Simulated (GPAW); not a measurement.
Computed results, one entry a study.

## A GW chain in GPAW: Bi2SO2 (Pnnm)

It takes space group Pnnm (No. 58, orthorhombic). The conventional cell has a = 3.877 Å, b = 11.964 Å, c = 3.843 Å, α = 90.00°, β = 90.00°, γ = 90.00°. Bi has 4 O at 2.24 to 2.38 Å and 2 S at 3.05 Å nearest. Nearest to S lie 4 Bi at 3.05 Å. O has 4 Bi at 2.24 to 2.38 Å nearest. Farther neighbours and most contacts between anions are not listed.

```
Bi S O
1.0
     3.87730    0.00000    0.00000
     0.00000   11.96369    0.00000
     0.00000    0.00000    3.84260
Bi S O
4 2 4
Direct
  0.41934 0.85612 0.50000
  0.58066 0.14388 0.50000
  0.91934 0.64388 0.00000
  0.08066 0.35612 0.00000
  0.00000 0.00000 0.00000
  0.50000 0.50000 0.50000
  0.44100 0.74911 0.00000
  0.55900 0.25089 0.00000
  0.94100 0.75089 0.50000
  0.05900 0.24911 0.50000
```

```
method               : DFT, LDA, plane waves, PAW (and 1 further level or step)
program              : GPAW 26.7.0
settings of one run  : cutoff 600 eV, GPAW PAW setups 1.2.1 data release, 4×2×4 k-mesh, nbands 222
cost                 : 4 runs, 20 min in all on 8 MPI ranks of Arm Neoverse V1, shared host (the runs of this entry)
notes                : The cell and positions are those that the Materials Project relaxed with its own functionals (PBE, PBE+U or r2SCAN), kept fixed. Limits: no spin-orbit coupling. Bands and cutoff are finite, so the gap is not at the basis limit. The miss can reach some tenths of an eV and take either sign; the mesh is an error of its own. The 4×2×4 mesh is coarse for this cell, which bears on the long-range parts of exchange and screening.
LDA gap              : 0.74 eV, indirect
G0W0 gap on the mesh : 1.10 eV
GW settings          : 4×2×4 mesh, 212 bands, screening to 65 eV, Godby-Needs plasmon pole
known limits         : not at the basis limit; no spin-orbit coupling; coarse k mesh
```

G0W0 moves the gap on the mesh from 0.74 eV to 1.10 eV (+0.36 eV), with Z of 0.78 and 0.82 at the edges. Only 2 of the mesh's irreducible points were corrected, so a valley elsewhere could overtake.

[Paths, hosts, dates, memory and timing lines, banners, echoed tables and standing remarks are left out of the program output.]

[Logs are printed without paths, hosts, clocks, repeated set-up lines and the standing remarks that a program may print on its own settings, such as how far it seeks lower states.]

[Runs of the session that timed out or met a known fault of the program may be left out.]

[Hosts, paths, dates, database ids (printed as entryN), source tags and the programs' standing remarks are cut or masked in the printed files.]
